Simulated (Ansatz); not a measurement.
# Monolayer T-SnSe2 in a field along the normal: induced dipole (PBEsol)

A gate puts a field across monolayer T-SnSe2. How large is the induced dipole, and what happens to the gap?

All values are computed: Ansatz 0.2.0, PBEsol, plane waves, no spin–orbit coupling; sawtooth field with a dipole correction, atoms held at their zero-field places, cell area 12.58 Å². The field is the one in the vacuum. Energy changes count from the zero-field run.

```
field (V/Å)  dipole (e·Å)  energy change (meV)  gap on the path (eV)
       0.05         0.018                 -0.5                  0.76
        0.1         0.037                 -1.8                  0.76
        0.2         0.073                 -7.3                  0.76
        0.3             ?                    ?                     ?
        0.4         0.147                -29.3                  0.76
```

**Fit.** A least-squares line through the shown values, as rounded, is dipole = 0.000 + 0.368 × field (V/Å); it misses them by 0.001 e·Å at most. The fit misses the rows by 0.000 e·Å on average, and their plain mean by 0.041 e·Å, so the fit does better. The slope is the electronic polarisability of the cell, α = 0.368 e·Å²/V. It also sets the energy, −αF²/2 for a sheet without a dipole of its own: -29.4 meV at 0.4 V/Å. From the weakest to the strongest field the gap on the path changes by +0.00 eV.

**The withheld row.** The prediction is 0.000 + 0.368 × (0.3) = 0.110 e·Å. The run gave dipole 0.110 e·Å, energy change -16.5 meV, gap on the path 0.76 eV. The miss in dipole is +0.000 e·Å, within the scatter of the fitted rows. The mean of the shown rows would have missed by +0.041 e·Å.

Ions don't move, so the lattice part of the screening is missing; semilocal functionals overestimate polarisabilities somewhat.

[Logs are printed without paths, hosts, clocks, repeated set-up lines and the standing remarks that a program may print on its own settings, such as how far it seeks lower states.]
